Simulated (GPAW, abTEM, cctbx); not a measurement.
# YBe2P2: the scripts behind a bonding study

Short scripts, each with its output. The cell comes from substitution in a known structure type and wasn't matched to any measured phase.

## Step 1: Build the all-electron density and subtract free atoms

```text
cell
1.0
     0.000000000   -3.545331580    0.000000000
     3.545331580    0.000000000    0.000000000
    -1.772665790    1.772665790    5.915141355
Y P Be
1 2 2
Direct
0.000000000 0.000000000 0.000000000
0.636824640 0.636824640 0.273649280
0.363175360 0.363175360 0.726350720
0.250000000 0.750000000 0.500000000
0.750000000 0.250000000 0.500000000
```

```python
import numpy as np
from ase.io import read
from ase.units import Bohr
from gpaw import GPAW, PW, FermiDirac
from gpaw.calculator import GPAW as OldGPAW
from gpaw.mpi import serial_comm, world
from scipy.special import erfc
from scipy.spatial import cKDTree

atoms = read("cell.vasp")
atoms.calc = GPAW(mode=PW(450), xc="PBE", kpts={"size": (7, 7, 7), "gamma": True},
                 occupations=FermiDirac(0.1), maxiter=120, symmetry={"tolerance": 1e-5}, txt="scf.txt")
atoms.get_potential_energy()
rho = atoms.calc.get_all_electron_density(gridrefinement=2)
moments = atoms.get_magnetic_moments() if atoms.calc.get_number_of_spins() == 2 else np.zeros(len(atoms))
total = atoms.get_magnetic_moment() if moments.any() else 0.0
if world.rank == 0:
    free = OldGPAW(mode=PW(450), xc="PBE", txt=None, communicator=serial_comm)
    neutral = atoms.copy()
    neutral.set_initial_magnetic_moments(None)
    free.initialize(neutral)
    free.set_positions(neutral)
    drho = rho - free.get_all_electron_density(gridrefinement=2)
    # GPAW starts from confined atoms: exchange their smooth part for that of the datasets' free atoms
    h = np.stack(np.meshgrid(*[np.fft.fftfreq(n, 1 / n) for n in drho.shape], indexing="ij"), -1)
    gabs = np.linalg.norm(h @ atoms.cell.reciprocal(), axis=-1)
    tails = np.fft.fftn(free.get_pseudo_density(gridrefinement=2))
    g, form, v0 = np.linspace(0, gabs.max(), 1500), {}, 0
    for e in set(atoms.symbols):
        idx = atoms.symbols.search(e)
        d = free.setups[idx[0]].data
        r, w = d.rgd.r_g * Bohr, d.rgd.r_g**2 * d.rgd.dr_g
        j0 = np.sinc(2 * g[:, None] * r)
        smooth = sum(f * p**2 for f, p in zip(d.f_j, d.phit_jg)) + np.sqrt(4 * np.pi) * d.nct_g
        full = sum(f * p**2 for f, p in zip(d.f_j, d.phi_jg)) + np.sqrt(4 * np.pi) * d.nc_g
        phase = sum(np.exp(-2j * np.pi * h @ s) for s in atoms.get_scaled_positions()[idx])
        tails -= np.interp(gabs, g, j0 @ (smooth * w)) * phase * drho.size / atoms.get_volume()
        form[e] = j0 @ (full * w)
        v0 += 2 * np.pi / 3 * 14.3996 * (full * w * r**2).sum() * len(idx)  # V A^3
    tails *= 0.5 * erfc((gabs - 1.8) / 0.25)  # the tails differ at long wavelengths alone
    drho += np.fft.ifftn(tails).real  # crystal minus superposed spherical free atoms
    np.save("drho.npy", drho)
    dv = atoms.get_volume() / drho.size
    print("grid", drho.shape, " electrons %.3f" % (rho.sum() * dv), " moved by bonding %.3f e" % (abs(drho).sum() * dv / 2))
    pts = np.indices(drho.shape).reshape(3, -1).T / drho.shape @ atoms.cell
    shifts = (np.indices((3, 3, 3)).reshape(3, -1).T - 1) @ atoms.cell
    images = (atoms.positions[None] + shifts[:, None]).reshape(-1, 3)
    dist, idx = cKDTree(images).query(pts, k=4)
    out = drho.ravel()[dist[:, 0] > 0.5]
    print("deformation density beyond 0.5 A of the nuclei: max %.3f, min %.3f e/A^3" % (out.max(), out.min()))
    tie = dist < dist[:, :1] + 1e-4
    q = -np.bincount((idx % len(atoms))[tie], (drho.ravel()[:, None] / tie.sum(1, keepdims=True) * tie)[tie], len(atoms)) * dv
    print("atom        x       y       z   Voronoi charge  moment")
    for a, s, c, m in zip(atoms, atoms.get_scaled_positions(), q, moments):
        print("%-2s%-3d %7.4f %7.4f %7.4f %10.3f %10.2f" % (a.symbol, a.index + 1, *s, c, m))
    np.savez("free.npz", g=g, **form)
    print("mean inner potential of superposed free atoms %.3f V" % (v0 / atoms.get_volume()))
    print("total magnetic moment %.3f muB" % total)
```

```console
$ OMP_NUM_THREADS=1 mpirun -n 4 gpaw python run.py > gpaw.log
```

```text
gpts.py:43: UserWarning: Initial realspace grid (18,18,32) inconsistent with symmetries.
gpts.py:43: UserWarning: Initial realspace grid (18,18,32) inconsistent with symmetries.
gpts.py:43: UserWarning: Initial realspace grid (18,18,32) inconsistent with symmetries.
gpts.py:43: UserWarning: Initial realspace grid (18,18,32) inconsistent with symmetries.
gpts.py:70: UserWarning: Using symmetrized grid: (32,32,32).
gpts.py:70: UserWarning: Using symmetrized grid: (32,32,32).
gpts.py:70: UserWarning: Using symmetrized grid: (32,32,32).
gpts.py:70: UserWarning: Using symmetrized grid: (32,32,32).
grid (64, 64, 64)  electrons 77.000  moved by bonding 0.755 e
deformation density beyond 0.5 A of the nuclei: max 0.075, min -0.077 e/A^3
atom        x       y       z   Voronoi charge  moment
Y 1    0.0000  0.0000  0.0000      0.257       0.00
P 2    0.6368  0.6368  0.2736     -0.193       0.00
P 3    0.3632  0.3632  0.7264     -0.193       0.00
Be4    0.2500  0.7500  0.5000      0.065       0.00
Be5    0.7500  0.2500  0.5000      0.065       0.00
mean inner potential of superposed free atoms 18.671 V
total magnetic moment 0.000 muB
```

Time: 14 s on 4 cores of Intel(R) Xeon(R) Platinum 8375C CPU @ 2.90GHz (Ice Lake) (shared host), peak memory 0.92 GiB.

## Step 2: Fourier-transform the difference

```python
from cctbx import adptbx, crystal, miller, xray
from cctbx.eltbx import tiny_pse
import numpy as np

cs = crystal.symmetry(unit_cell=(3.5453, 3.5453, 11.8303, 90, 90, 90), space_group_symbol='Hall: -I 4 2')  # I4/mmm
atoms = [  # label, site, U (iso, or U11 U22 U33 U12 U13 U23 in A^2), occupancy
    ("Y1", (0, 0, 0), 0.0000, 1),
    ("P1", (0.5, 0.5, 0.13682), 0.0000, 1),
    ("Be1", (0.5, 0, 0.25), 0.0000, 1),
]
xs = xray.structure(crystal_symmetry=cs)
for label, site, u, occ in atoms:
    u = adptbx.u_cif_as_u_star(cs.unit_cell(), u) if isinstance(u, tuple) else u
    xs.add_scatterer(xray.scatterer(label, site=site, u=u, occupancy=occ))
xs.scattering_type_registry(table="wk1995")
drho = np.load("drho.npy")
T = np.array([[0, 1, 0], [-1, 0, 0], [1, 1, 2]])  # conventional axes in terms of the primitive ones
dF = np.fft.ifftn(drho) * 148.69927  # electrons a conventional cell, indexed by primitive hkl
ms = miller.build_set(cs, anomalous_flag=False, d_min=0.9).sort("resolution")
iam = ms.structure_factors_from_scatterers(xs, algorithm="direct").f_calc()
p1 = xs.expand_to_p1()
z = np.array([tiny_pse.table(sc.scattering_type).atomic_number() for sc in p1.scatterers()])
x = np.array(p1.sites_frac())
free = np.load("free.npz")
print("static structure factors of the conventional cell: F in electrons, V (Mott-Bethe) in volts")
print("   h  k  l      d  |F| table  |F| free   |F| DFT   change   |V| free  |V| DFT  change %")
for h, d, table in list(zip(ms.indices(), ms.d_spacings().data(), iam.data()))[:16]:
    df = dF[tuple(np.rint(np.linalg.solve(T, h)).astype(int))]
    phase = np.exp(2j * np.pi * x @ h)
    f = sum(np.interp(1 / d, free["g"], free[sc.scattering_type]) * p for sc, p in zip(p1.scatterers(), phase))
    fz = (z * phase).sum()
    c = 14.3996 * d * d / (np.pi * cs.unit_cell().volume())
    v0, v1 = abs(fz - f) * c, abs(fz - f - df) * c
    print("%4d%3d%3d %7.4f %9.3f %9.3f %9.3f %8.3f %9.3f %8.3f %8s" % (h + (d, abs(table), abs(f), abs(f + df), abs(f + df) - abs(f), v0, v1, "%.1f" % (100 * (v1 / v0 - 1)) if v0 > 0.02 else "-")))
```

```console
$ python run.py
```

```text
static structure factors of the conventional cell: F in electrons, V (Mott-Bethe) in volts
   h  k  l      d  |F| table  |F| free   |F| DFT   change   |V| free  |V| DFT  change %
   0  0  2  5.9151    51.193    51.207    51.051   -0.156     2.063    2.232      8.2
   1  0  1  3.3961    35.462    35.467    34.912   -0.555     1.199    1.396     16.4
   0  0  4  2.9576    30.721    30.713    30.738    0.025     1.595    1.588     -0.4
   1  0  3  2.6365    97.962    98.013    98.440    0.427     6.586    6.495     -1.4
   1  1  0  2.5069    94.443    94.453    94.169   -0.284     5.336    5.391      1.0
   1  1  2  2.3082    61.818    61.791    61.805    0.015     3.831    3.829     -0.1
   0  0  6  1.9717    65.443    65.440    65.389   -0.052     2.687    2.693      0.2
   1  0  5  1.9680    71.587    71.585    71.424   -0.161     3.648    3.667      0.5
   1  1  4  1.9124    13.912    13.854    14.061    0.207     1.040    1.063      2.2
   2  0  0  1.7727    96.677    96.702    96.328   -0.375     5.550    5.586      0.7
   2  0  2  1.6980    41.453    41.492    41.659    0.167     1.034    1.019     -1.4
   2  1  1  1.5715    29.726    29.770    29.987    0.217     0.690    0.674     -2.4
   1  1  6  1.5498    72.212    72.230    72.102   -0.128     3.526    3.536      0.3
   1  0  7  1.5256    18.983    19.041    19.384    0.343     0.076    0.052    -32.3
   2  0  4  1.5205    25.787    25.817    26.017    0.200     0.770    0.756     -1.8
   0  0  8  1.4788    83.656    83.669    83.387   -0.282     4.048    4.067      0.5
```

Time: 0.27 s on 1 core of Intel(R) Xeon(R) Platinum 8375C CPU @ 2.90GHz (Ice Lake) (shared host), peak memory 0.08 GiB.

## Step 3: Propagate a plane wave with and without the bonding term

```python
import abtem
import numpy as np
from ase.build import make_supercell
from ase.io import read

abtem.config.set({"dask.lazy": False, "fft": "fftw", "diagnostics.progress_bar": False})
M = [[1, 1, 0], [-1, -1, -2], [-1, 1, 0]]  # rows: x, y and beam direction in the primitive cell's axes
unit = make_supercell(read("cell.vasp"), M)
unit.set_cell(list(unit.cell.lengths()) + [90, 90, 90], scale_atoms=True)
unit.positions[:, 2] += 0.6267  # keeps atomic planes off the slice boundaries
unit.wrap()
slab = unit * (2, 2, 120)
print(slab.get_chemical_formula(), "| box %.2f x %.2f x %.2f A" % tuple(slab.cell.lengths()))

# change of the potential by bonding, from the DFT deformation density (Poisson's equation term by term)
drho = np.load("drho.npy")
prim = read("cell.vasp")
h = np.stack(np.meshgrid(*[np.fft.fftfreq(n, 1 / n) for n in drho.shape], indexing="ij"), -1).reshape(-1, 3).astype(int)
g2 = ((h @ prim.cell.reciprocal()) ** 2).sum(1)
keep = (g2 > 0) & (g2 < 2.5**2)
shape = (144, 339, 32)
vg = np.zeros(shape, complex)
hm = h[keep] @ np.array(M).T
move = np.exp(-2j * np.pi * hm[:, 2] * (0.6267 / unit.cell[2, 2] - 0.5 / shape[2]))  # the same shift, sampled at mid-points
vg[tuple(hm.T % np.array(shape)[:, None])] = -14.3996 / np.pi * (np.fft.fftn(drho).ravel() / drho.size)[keep] / g2[keep] * move
dV = np.fft.ifftn(vg).real * vg.size
dV = dV.reshape(144, 339, 4, 8).mean(3) * unit.cell[2, 2] / 4  # V A, projected in each slice
dV = np.tile(dV.transpose(2, 0, 1), (120, 2, 2))


def build(atoms):
    p = abtem.Potential(atoms, gpts=(288, 678), slice_thickness=[slab.cell[2, 2] / 480] * 480,
                        parametrization="lobato", projection="infinite", exit_planes=40).build()
    p.array[:] += BONDING * dV
    return p


sigmas = {'Y': 0.065, 'P': 0.076, 'Be': 0.087}  # r.m.s. displacement along each axis, A
u = np.array([sigmas[s] for s in slab.symbols])[:, None]
rng = np.random.default_rng(301)


def potentials():
    for _ in range(3):  # frozen phonons, one configuration at a time
        atoms = slab.copy()
        atoms.positions += u * rng.standard_normal((len(atoms), 3))
        atoms.wrap()
        yield build(atoms)


for label, BONDING in (("IAM", 0.0), ("DFT", 1.0)):
    print("=====", label)
    rng = np.random.default_rng(301)  # the same displacements for both
    potential = build(slab)
    print("grid", potential.gpts, "slices", potential.num_slices)
    thickness = potential.exit_thicknesses
    wave = abtem.PlaneWave(energy=100000)
    dp = np.mean([wave.multislice(p).diffraction_patterns(max_angle="valid").array for p in potentials()], axis=0)
    hkl = [(0, 0, 0), (0, 0, 2), (1, -1, 0), (1, -1, 2), (2, -2, 0), (2, -2, 2)]
    nx, ny = dp.shape[-2:]
    print("intensity of each beam, fraction of the incident wave")
    print("  t (A)" + "".join("%9s" % " ".join(map(str, h)) for h in hkl) + "  diffuse    total")
    grid = np.zeros((nx, ny), bool)
    grid[nx // 2 % 2::2, ny // 2 % 2::2] = True
    for t, a in list(zip(thickness, dp))[1:]:
        idx = [np.rint(np.array(M) @ np.linalg.solve([[0, 1, 0], [-1, 0, 0], [1, 1, 2]], h)).astype(int) for h in hkl]
        print("%7.1f" % t + "".join("%9.5f" % a[nx // 2 + i[0] * 2, ny // 2 + i[1] * 2] for i in idx) + "%9.4f%9.4f" % (a[~grid].sum(), a.sum()))
```

```console
$ python run.py
```

```text
Be3840P3840Y1920 | box 10.03 x 23.66 x 601.66 A
===== IAM
grid (288, 678) slices 480
intensity of each beam, fraction of the incident wave
  t (A)    0 0 0    0 0 2   1 -1 0   1 -1 2   2 -2 0   2 -2 2  diffuse    total
   50.1  0.56855  0.01308  0.03807  0.01371  0.00453  0.00153   0.0395   0.9977
  100.3  0.23186  0.07436  0.05000  0.00425  0.00280  0.00146   0.0993   0.9945
  150.4  0.17047  0.09841  0.07864  0.01800  0.00352  0.00022   0.1317   0.9930
  200.6  0.20054  0.11232  0.06413  0.00994  0.00498  0.00012   0.1630   0.9912
  250.7  0.22067  0.11412  0.01904  0.00764  0.00040  0.00067   0.1856   0.9899
  300.8  0.26960  0.04438  0.00516  0.00277  0.00110  0.00076   0.2173   0.9879
  351.0  0.34404  0.01624  0.00305  0.00025  0.00074  0.00072   0.2419   0.9863
  401.1  0.30357  0.00930  0.01215  0.00224  0.00054  0.00017   0.2601   0.9851
  451.2  0.16468  0.02005  0.04840  0.00956  0.00177  0.00045   0.2844   0.9835
  501.4  0.07619  0.02969  0.10845  0.01004  0.00234  0.00007   0.3099   0.9820
  551.5  0.07378  0.02492  0.11752  0.00618  0.00104  0.00033   0.3292   0.9807
  601.7  0.13965  0.01108  0.05521  0.00241  0.00265  0.00018   0.3460   0.9794
===== DFT
grid (288, 678) slices 480
intensity of each beam, fraction of the incident wave
  t (A)    0 0 0    0 0 2   1 -1 0   1 -1 2   2 -2 0   2 -2 2  diffuse    total
   50.1  0.56608  0.01288  0.03861  0.01345  0.00451  0.00157   0.0396   0.9977
  100.3  0.23384  0.06991  0.05113  0.00381  0.00275  0.00147   0.0994   0.9945
  150.4  0.17150  0.09094  0.08232  0.01763  0.00345  0.00026   0.1318   0.9930
  200.6  0.18793  0.10902  0.06721  0.00941  0.00496  0.00013   0.1635   0.9912
  250.7  0.19705  0.11233  0.02137  0.00767  0.00047  0.00069   0.1868   0.9899
  300.8  0.24917  0.04597  0.00722  0.00280  0.00122  0.00068   0.2198   0.9878
  351.0  0.33244  0.02104  0.00381  0.00009  0.00067  0.00067   0.2444   0.9862
  401.1  0.29528  0.01256  0.01025  0.00178  0.00063  0.00017   0.2627   0.9850
  451.2  0.15773  0.02231  0.04540  0.00930  0.00167  0.00042   0.2873   0.9833
  501.4  0.07063  0.03146  0.10701  0.01006  0.00245  0.00008   0.3126   0.9818
  551.5  0.06988  0.02685  0.11667  0.00657  0.00102  0.00034   0.3315   0.9805
  601.7  0.13594  0.01300  0.05525  0.00258  0.00259  0.00018   0.3479   0.9792
```

Time: 2.5 min.

## Step 4: Rock the beam across one reflection

```python
import abtem
import numpy as np
from ase.build import make_supercell
from ase.io import read

abtem.config.set({"dask.lazy": False, "fft": "fftw", "diagnostics.progress_bar": False})
M = [[1, 1, 0], [-1, -1, -2], [-1, 1, 0]]  # rows: x, y and beam direction in the primitive cell's axes
unit = make_supercell(read("cell.vasp"), M)
unit.set_cell(list(unit.cell.lengths()) + [90, 90, 90], scale_atoms=True)
unit.positions[:, 2] += 0.6267  # keeps atomic planes off the slice boundaries
unit.wrap()
slab = unit * (1, 1, 180)
print(slab.get_chemical_formula(), "| box %.2f x %.2f x %.2f A" % tuple(slab.cell.lengths()))

# change of the potential by bonding, from the DFT deformation density (Poisson's equation term by term)
drho = np.load("drho.npy")
prim = read("cell.vasp")
h = np.stack(np.meshgrid(*[np.fft.fftfreq(n, 1 / n) for n in drho.shape], indexing="ij"), -1).reshape(-1, 3).astype(int)
g2 = ((h @ prim.cell.reciprocal()) ** 2).sum(1)
keep = (g2 > 0) & (g2 < 2.5**2)
shape = (112, 263, 32)
vg = np.zeros(shape, complex)
hm = h[keep] @ np.array(M).T
move = np.exp(-2j * np.pi * hm[:, 2] * (0.6267 / unit.cell[2, 2] - 0.5 / shape[2]))  # the same shift, sampled at mid-points
vg[tuple(hm.T % np.array(shape)[:, None])] = -14.3996 / np.pi * (np.fft.fftn(drho).ravel() / drho.size)[keep] / g2[keep] * move
dV = np.fft.ifftn(vg).real * vg.size
dV = dV.reshape(112, 263, 4, 8).mean(3) * unit.cell[2, 2] / 4  # V A, projected in each slice
dV = np.tile(dV.transpose(2, 0, 1), (180, 1, 1))


def build(atoms):
    p = abtem.Potential(atoms, gpts=(112, 263), slice_thickness=[slab.cell[2, 2] / 720] * 720,
                        parametrization="lobato", projection="infinite", exit_planes=180).build()
    p.array[:] += BONDING * dV
    return p


def potentials():
    yield build(slab)  # atoms at rest


for label, BONDING in (("IAM", 0.0), ("DFT", 1.0)):
    print("=====", label)
    potential = build(slab)
    print("grid", potential.gpts, "slices", potential.num_slices)
    thickness = potential.exit_thicknesses
    h = np.array(M) @ np.linalg.solve(np.array([[0, 1, 0], [-1, 0, 0], [1, 1, 2]]), [0, 0, 2])
    ix, iy = round(h[0]) * 1, round(h[1]) * 1
    gxy = h[:2] / unit.cell.lengths()[:2]
    along = gxy / np.hypot(*gxy)
    across = np.array([-along[1], along[0]])
    bragg = 500 * abtem.PlaneWave(energy=100000).wavelength * np.hypot(*gxy)
    print("Bragg angle %.3f mrad; beam tilted 46 mrad off the zone axis across the row" % bragg)
    print("dark-field intensity of 0 0 2 against tilt along the row, in Bragg angles")
    print("  t (A)" + "".join("%8.2f" % s for s in [0.2, 0.4, 0.6, 0.8, 1.0, 1.2, 1.4, 1.6, 1.8, 2.0, 2.2, 2.4, 2.6]))
    rows = []
    row = [(n * ix, n * iy) for n in range(-8, 9)]
    for s in [0.2, 0.4, 0.6, 0.8, 1.0, 1.2, 1.4, 1.6, 1.8, 2.0, 2.2, 2.4, 2.6]:
        tilt = -s * bragg * along + 46 * across
        dp = abtem.PlaneWave(energy=100000, tilt=tuple(tilt)).multislice(potential).diffraction_patterns(max_angle="valid").array
        rows.append(dp[:, dp.shape[1] // 2 + ix, dp.shape[2] // 2 + iy])
        if s == 1.0:
            cx, cy = dp.shape[1] // 2, dp.shape[2] // 2
            share = sum(dp[:, cx + i, cy + j] for i, j in row if abs(i) < cx and abs(j) < cy) / dp.sum(axis=(1, 2))
            total = dp.sum(axis=(1, 2))
    for t, a in list(zip(thickness, np.array(rows).T))[1:]:
        print("%7.1f" % t + "".join("%8.4f" % v for v in a))
    print("at the Bragg tilt, share in the row:", share[1:].round(3).tolist(), "total:", total[1:].round(3).tolist())
```

```console
$ python run.py
```

```text
Be1440P1440Y720 | box 5.01 x 11.83 x 902.49 A
===== IAM
grid (112, 263) slices 720
Bragg angle 3.129 mrad; beam tilted 46 mrad off the zone axis across the row
dark-field intensity of 0 0 2 against tilt along the row, in Bragg angles
  t (A)    0.20    0.40    0.60    0.80    1.00    1.20    1.40    1.60    1.80    2.00    2.20    2.40    2.60
  225.6  0.1363  0.1465  0.1519  0.1530  0.1529  0.1537  0.1535  0.1488  0.1392  0.1272  0.1168  0.1072  0.1009
  451.2  0.3266  0.3460  0.3446  0.3633  0.3596  0.3616  0.3424  0.3443  0.3255  0.2593  0.1883  0.1121  0.0571
  676.9  0.1946  0.3902  0.4401  0.2400  0.1601  0.2371  0.4359  0.3892  0.1954  0.1210  0.0554  0.0418  0.0170
  902.5  0.0297  0.2596  0.5003  0.1051  0.0156  0.1048  0.5024  0.2607  0.0307  0.0398  0.0022  0.0009  0.0050
at the Bragg tilt, share in the row: [0.7799999713897705, 0.5120000243186951, 0.5299999713897705, 0.527999997138977] total: [0.9919999837875366, 0.972000002861023, 0.9549999833106995, 0.9440000057220459]
===== DFT
grid (112, 263) slices 720
Bragg angle 3.129 mrad; beam tilted 46 mrad off the zone axis across the row
dark-field intensity of 0 0 2 against tilt along the row, in Bragg angles
  t (A)    0.20    0.40    0.60    0.80    1.00    1.20    1.40    1.60    1.80    2.00    2.20    2.40    2.60
  225.6  0.1495  0.1608  0.1668  0.1680  0.1680  0.1688  0.1684  0.1632  0.1525  0.1391  0.1274  0.1165  0.1091
  451.2  0.3279  0.3517  0.3508  0.3658  0.3601  0.3639  0.3484  0.3498  0.3266  0.2555  0.1825  0.1056  0.0492
  676.9  0.1622  0.3619  0.4200  0.2096  0.1257  0.2070  0.4160  0.3609  0.1628  0.0933  0.0393  0.0374  0.0166
  902.5  0.0206  0.2185  0.4528  0.1192  0.0170  0.1193  0.4549  0.2191  0.0213  0.0270  0.0137  0.0041  0.0085
at the Bragg tilt, share in the row: [0.7770000100135803, 0.5099999904632568, 0.5360000133514404, 0.5139999985694885] total: [0.9919999837875366, 0.972000002861023, 0.9549999833106995, 0.9449999928474426]
```

Time: 78 s.

[Outputs are excerpts: Python notices, other lines and further rows are left out; steps that failed or that the build refused (PBEsol, TPSS) are not shown.]

[Logs are printed without paths, hosts, clocks, repeated set-up lines and the standing remarks that a program may print on its own settings, such as how far it seeks lower states.]
